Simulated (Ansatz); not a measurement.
# Phonons of Si2Ni (Fm-3m) against volume, part 2 of 2

Aim: how do the optical modes of Si2Ni (Fm-3m) move with volume?

Ansatz 0.2.0; DFT LDA, scalar-relativistic, plane waves, PAW; PAW set soft_1.

So far, highest optical mode at the zone centre (no LO-TO term) (cm⁻¹): step 4 (modes at rest) 334.

### 5. Ground state of a member: 1.06 times the volume at rest

The cell is set to 1.06 times the volume at rest; symmetry leaves nothing else free, so this is a single point.

input.yaml reads:

```yaml
crystal:
  lattice:
    - [0.0, 2.7272644904, 2.7272644904]
    - [2.7272644904, 0.0, 2.7272644904]
    - [2.7272644904, 2.7272644904, 0.0]
  atoms:
    - { symbol: Si, position: [0.25, 0.25, 0.25] }
    - { symbol: Si, position: [0.75, 0.75, 0.75] }
    - { symbol: Ni, position: [0.0, 0.0, 0.0] }
kpoints:
  mp_grid: { grid: [16, 16, 16] }
hamiltonian:
  xc: lda
  pseudopotentials: { kind: paw, azcp: { folder: soft_1 }, xc_functional: pbe }
scf:
  occupations: { method: methfessel_paxton, width: 0.2 }
output:
  forces: true
  stress: true
  eigenvalues: true
```

The run is started by

```console
$ ansatz run input.yaml --threads 4 --pin off --max-ram 10240MiB --backend cpu --events-out ev --progress --plain --runs-dir out
```

Numbers of over 12 decimals in the logs are rounded to 6 here.

What it wrote:

```text
[...]
Crystal: 3 atoms, lattice volume = 40.571 Å³
Basis set: ecut = 420 eV, 821 PW (Γ)
Bands: 17, of which v1, the nominal top of the filled ones, is band 13 counted from 1 (12 counted from 0)
Symmetry: 48 space group operations
[...]
k-points: 145 of 4096
[...]
SCF iter   1: F=—  HF=-6993.012129 eV  |F-HF|=—  |Δ(HF+E_count)|=         —  Δρ=9.16e-2  dr2=4.48e0  ethr=3.10e-3  ⟨swp⟩=5.2  Hψ=12475  notcnv=0
[...]
SCF iter  10: F=-6992.028002 eV  HF=-6992.028002 eV  |F-HF|=3.82e-11  |Δ(HF+E_count)|=   1.97e-9  S|Δr|=    0.00e0  Δρ=1.28e-6  dr2=5.58e-10  ethr=5.49e-11  ⟨swp⟩=1.5  Hψ=7039  notcnv=0
SCF 1 converged in 10 iterations: F = -6992.028002 eV  dr2 = 5.58e-10
[...]
SCF converged after 10 iterations
[...]
Free energy (F): -6992.028002 eV
[...]
Internal energy: -6992.026897 eV  (E = F + TS)
E sigma→0 (E₀):  -6992.027726 eV
Entropy (-TS):   -0.001105 eV (-0.368 meV/atom)
Fermi energy:    12.437707 eV
[...]
--- Stress (GPa, compression-positive) ---
       -8.491666      -0.000000       0.000000
       -0.000000      -8.491666      -0.000000
        0.000000       0.000000      -8.491666
  P = ⅓ Tr σ = -8.4917 GPa (-84.917 kbar)
--- Band table (eV; the first three rows and the last of 145) ---
  k-point 0: bands = [... 9 lower, 9.1011, 11.8724, 14.1672, 14.1672, 14.1672, 14.7819, 14.7819, 14.7819]
  k-point 1: bands = [... 9 lower, 9.0902, 11.8611, 13.4191, 13.8473, 13.8473, 15.1028, 15.1028, 15.5930]
  k-point 2: bands = [... 9 lower, 9.0625, 11.5395, 12.9270, 13.3626, 13.3626, 15.4218, 15.4218, 16.3681]
  k-point 144: bands = [... 9 lower, 8.8552, 8.9697, 9.4167, 10.1408, 14.6302, 14.6302, 17.1367, 17.6721]
```

Run time: 0.73 s. Hardware: 4 threads of AMD EPYC 9B45 (Zen 5), shared host; peak memory 0.45 GiB; 2.4 s of CPU time.

This step gave:

* pressure: -8.492 GPa
* volume per atom: 13.52 Å³

The forces vanish by symmetry, at a pressure of -8.49 GPa.

### 6. Modes of this member: 1.06 times the volume at rest

The zone-centre modes follow for 1.06 times the volume at rest.

input.yaml, as its differences from that of step 5:

```diff
@@ -17,4 +17,4 @@
 output:
-  forces: true
-  stress: true
   eigenvalues: true
+phonons:
+  method: dfpt
```

What it wrote:

```text
[...]
Crystal: 3 atoms, lattice volume = 40.571 Å³
Basis set: ecut = 420 eV, 821 PW (Γ), exchange–correlation on 54×54×54 points (8 copies of the dense FFT grid, shifted against one another)
Bands: 17, of which v1, the nominal top of the filled ones, is band 13 counted from 1 (12 counted from 0)
Symmetry: 48 space group operations
k-points: 349 of 4096 (irreducible under 8 space group operations, time reversal used)
[...]
SCF iter   1: F=—  HF=-6993.012139 eV  |F-HF|=—  |Δ(HF+E_count)|=         —  Δρ=9.16e-2  dr2=4.48e0  ethr=3.10e-3  ⟨swp⟩=5.3  Hψ=30191  notcnv=0
[...]
SCF iter  12: F=-6992.028003 eV  HF=-6992.028003 eV  |F-HF|=0.00e0  |Δ(HF+E_count)|=  9.09e-13  S|Δr|=    0.00e0  Δρ=4.86e-8  dr2=6.79e-13  ethr=1.00e-12  ⟨swp⟩=5.2  Hψ=25222  notcnv=0
SCF 1 converged in 12 iterations: F = -6992.028003 eV  dr2 = 6.79e-13
[...]
SCF converged after 12 iterations
[...]
Free energy (F): -6992.028003 eV
[...]
Internal energy: -6992.026897 eV  (E = F + TS)
E sigma→0 (E₀):  -6992.027726 eV
Entropy (-TS):   -0.001105 eV (-0.368 meV/atom)
Fermi energy:    12.437711 eV
[...]
--- Band table (eV; the first three rows and the last of 349) ---
  k-point 0: bands = [... 9 lower, 9.1011, 11.8724, 14.1672, 14.1672, 14.1672, 14.7819, 14.7819, 14.7819]
  k-point 1: bands = [... 9 lower, 9.0902, 11.8611, 13.4191, 13.8473, 13.8473, 15.1028, 15.1028, 15.5930]
  k-point 2: bands = [... 9 lower, 9.0625, 11.5395, 12.9270, 13.3626, 13.3626, 15.4218, 15.4218, 16.3681]
  k-point 348: bands = [... 9 lower, 8.8552, 8.9697, 9.4167, 10.1408, 14.6302, 14.6302, 17.1367, 17.6721]
[...]
ASR residual: 2.136e-5 → 0.000e0 eV/Å²; symmetrization residual: 1.670e-6 eV/Å²
  ASR residual per site (eV/Å²): 5.96e-6 5.96e-6 2.14e-5
  Γ frequencies (cm⁻¹): 0.00 0.00 0.00 277.07 277.07 277.07 294.98 294.98 294.98
[...]
```

The job ended after 7.5 s (4 threads; peak memory 1 GiB).

This step gave:

```yaml
sum_rule_residual_before_enforcement: 2.14e-5 eV/Å²
highest_optical_mode_at_the_zone_centre_no_lo_to_term: 295.0 cm⁻¹
lowest_optical_zone_centre_mode: 277.1 cm⁻¹
```

Patterns of degenerate modes are one choice out of their space. The modes at Γ (shares of kinetic energy by element, %):

```csv
mode,frequency (cm⁻¹),symmetry,Si %,Ni %
1,0.0,acoustic,49,51
2,0.0,acoustic,49,51
3,0.0,acoustic,49,51
4,277.1,T1u,51,49
5,277.1,T1u,51,49
6,277.1,T1u,51,49
7,295.0,T2g,100,0
8,295.0,T2g,100,0
9,295.0,T2g,100,0
```

The lowest optical mode is real, 277 cm⁻¹, and the highest lies at 295.0 cm⁻¹.

Between step 4 and this run (volume ratio 1.06) the value for the highest optical mode at the zone centre (no LO-TO term) moves from 334 cm⁻¹ to 295 cm⁻¹ (-12 %).

### 7. Ground state of a member: 0.9 times the volume at rest

The cell is set to 0.9 times the volume at rest; symmetry leaves nothing else free, so this is a single point.

input.yaml, the sections that differ from step 6:

```yaml
crystal:
  lattice:
    - [0.0, 2.5824949006, 2.5824949006]
    - [2.5824949006, 0.0, 2.5824949006]
    - [2.5824949006, 2.5824949006, 0.0]
  atoms:
    - { symbol: Si, position: [0.25, 0.25, 0.25] }
    - { symbol: Si, position: [0.75, 0.75, 0.75] }
    - { symbol: Ni, position: [0.0, 0.0, 0.0] }
output:
  forces: true
  stress: true
  eigenvalues: true
# kpoints, hamiltonian, scf: as in step 6
# phonons: removed
```

What it wrote:

```text
[...]
Crystal: 3 atoms, lattice volume = 34.447 Å³
Basis set: ecut = 420 eV, 645 PW (Γ)
Bands: 17, of which v1, the nominal top of the filled ones, is band 13 counted from 1 (12 counted from 0)
Symmetry: 48 space group operations
[...]
k-points: 145 of 4096
[...]
--- Band table (eV; the first three rows and the last of 145) ---
  k-point 0: bands = [... 9 lower, 11.1159, 16.2242, 17.3929, 17.3929, 17.3929, 17.4756, 17.4756, 17.4756]
  k-point 1: bands = [... 9 lower, 11.1027, 15.7741, 16.6213, 16.8173, 16.8173, 18.0912, 18.0912, 18.7439]
  k-point 2: bands = [... 9 lower, 11.0700, 14.5634, 16.2409, 16.2409, 16.7207, 18.6451, 18.6451, 19.6796]
  k-point 144: bands = [... 9 lower, 10.9549, 11.0450, 11.5535, 12.5022, 17.9995, 17.9995, 19.9476, 20.8849]
[key lines of the parts left out:]
SCF converged after 9 iterations
Free energy (F): -6991.849594 eV
Fermi energy:    15.632252 eV
P = ⅓ Tr σ = 22.5196 GPa (225.196 kbar)
```

It took 0.62 s on 4 threads; peak memory 0.43 GiB.

Numbers from this step:

```yaml
pressure: 22.52 GPa
volume_per_atom: 11.48 Å³
```

The forces vanish by symmetry, at a pressure of 22.52 GPa.

### 8. Zone-centre modes of the member: 0.9 times the volume at rest

The zone-centre modes follow for 0.9 times the volume at rest.

input.yaml, as its differences from that of step 7:

```diff
@@ -17,4 +17,4 @@
 output:
-  forces: true
-  stress: true
   eigenvalues: true
+phonons:
+  method: dfpt
```

What it wrote:

```text
[...]
Crystal: 3 atoms, lattice volume = 34.447 Å³
Basis set: ecut = 420 eV, 645 PW (Γ), exchange–correlation on 50×50×50 points (8 copies of the dense FFT grid, shifted against one another)
Bands: 17, of which v1, the nominal top of the filled ones, is band 13 counted from 1 (12 counted from 0)
Symmetry: 48 space group operations
k-points: 349 of 4096 (irreducible under 8 space group operations, time reversal used)
[...]
k-point 2: bands = [... 9 lower, 11.0700, 14.5634, 16.2409, 16.2409, 16.7207, 18.6451, 18.6451, 19.6796]
  k-point 348: bands = [... 9 lower, 10.9549, 11.0450, 11.5536, 12.5022, 17.9995, 17.9995, 19.9476, 20.8849]
[...]
ASR residual: 7.747e-5 → 0.000e0 eV/Å²; symmetrization residual: 1.169e-6 eV/Å²
  ASR residual per site (eV/Å²): 7.75e-5 7.75e-5 1.56e-6
  Γ frequencies (cm⁻¹): 0.00 0.00 0.00 385.64 385.64 385.64 409.97 409.97 409.97
[...]
[key lines of the parts left out:]
SCF converged after 10 iterations
Free energy (F): -6991.849594 eV
Fermi energy:    15.632259 eV
```

The job ended after 7 s (4 threads; peak memory 0.91 GiB; 25 s of CPU time).

Numbers from this step:

```yaml
sum_rule_residual_before_enforcement: 7.75e-5 eV/Å²
highest_optical_mode_at_the_zone_centre_no_lo_to_term: 410.0 cm⁻¹
lowest_optical_zone_centre_mode: 385.6 cm⁻¹
```

Patterns of degenerate modes are one choice out of their space. The modes at Γ (shares of kinetic energy by element, %):

```csv
mode,frequency (cm⁻¹),symmetry,Si %,Ni %
1,0.0,acoustic,49,51
2,0.0,acoustic,49,51
3,0.0,acoustic,49,51
4,385.6,T1u,51,49
5,385.6,T1u,51,49
6,385.6,T1u,51,49
7,410.0,T2g,100,0
8,410.0,T2g,100,0
9,410.0,T2g,100,0
```

The lowest optical mode is real, 386 cm⁻¹, and the highest lies at 410.0 cm⁻¹.

For the highest optical mode at the zone centre (no LO-TO term), step 4 gave 334 cm⁻¹; this run, with volume ratio 0.9, gives 410 cm⁻¹ (+23 %).

### 9. The series together

The members are set side by side, also those not shown above.

Each row is one cell with its response, relaxed at fixed volume as far as symmetry leaves anything free; energies are extrapolated to zero smearing, and E0 is that at rest; shape and atoms are relaxed in each cell where symmetry leaves them free; all runs use 16×16×16 k points and Methfessel-Paxton smearing of 0.2 eV. State of the crystal along the series:

```csv
volume ratio,V (Å³/atom),pressure (GPa),E - E0 (meV/atom)
0.9,11.48,22.52,80.93
0.92,11.74,16.89,49.62
0.94,11.99,11.89,26.77
0.96,12.25,7.461,11.43
0.98,12.5,3.527,2.741
0.99,12.63,1.717,0.6656
1,12.76,-5.77e-4,0
1.02,13.01,-3.164,2.602
1.04,13.27,-5.981,9.96
1.06,13.52,-8.492,21.54
```

Each mode is tracked from rest by its pattern, and modes that stay within 0.3 cm⁻¹ of each other stand once; shape and atoms are relaxed in each cell where symmetry leaves them free; all runs use 16×16×16 k points and Methfessel-Paxton smearing of 0.2 eV. Optical modes along the series:

```csv
V (Å³/atom),mode 4 T1u (cm⁻¹),mode 7 T2g (cm⁻¹)
11.48,385.6,410
11.74,370.7,395.4
11.99,356.1,380.6
12.25,341.9,365.3
12.5,328,349.6
12.63,321.2,341.8
12.76,314.6,334.3
13.01,301.7,320
13.27,289.2,306.8
13.52,277.1,295
```

From cubic fits (parabolas where under five rows exist) of ln ω and P against ln V through the rows within about 4 % of rest: γ = −d ln ω / d ln V and dω/dP = γ ω / B. Slopes at rest:

```csv
mode,fitted frequency at rest (cm⁻¹),Grüneisen parameter γ,dω/dP (cm⁻¹/GPa)
mode 4 T1u,314.6,2.09,3.94
mode 7 T2g,334.3,2.22,4.44
```

### 10. What came out

```yaml
members: 10
highest_optical_mode_at_the_zone_centre_no_lo_to_term_at_rest: 334.3 cm⁻¹
bulk_modulus_at_rest: 167 GPa
mode_4_t1u_gamma: 2.09
mode_7_t2g_gamma: 2.22
```

The series spans -8.5 to 22.5 GPa, and the slope at rest gives a bulk modulus of 167 GPa. Among the modes in the table of slopes γ runs from 2.09 (mode 4 T1u) to 2.22 (mode 7 T2g). One k mesh and one cutoff serve the ground states and modes of all volumes. These are harmonic frequencies at zero temperature: anharmonic shifts, linewidths and thermal expansion are left out. With no gap, or one that is small against the smearing, the frequencies hang on the k mesh and the smearing, most of all near Kohn anomalies. The runs are without spin polarisation, although Ni often carries a moment. The PAW files were made for PBE; the program adapts parts of them to the functional of the run, but their partial waves stay those of PBE, an approximation that was not tested in this session. Only the zone centre was solved, so an instability at another wavevector cannot show here.

[Logs are printed without paths, hosts, clocks, repeated set-up lines and the standing remarks that a program may print on its own settings, such as how far it seeks lower states.]

[Hosts, paths, dates, database ids (printed as entryN), source tags and the programs' standing remarks are cut or masked in the printed files.]
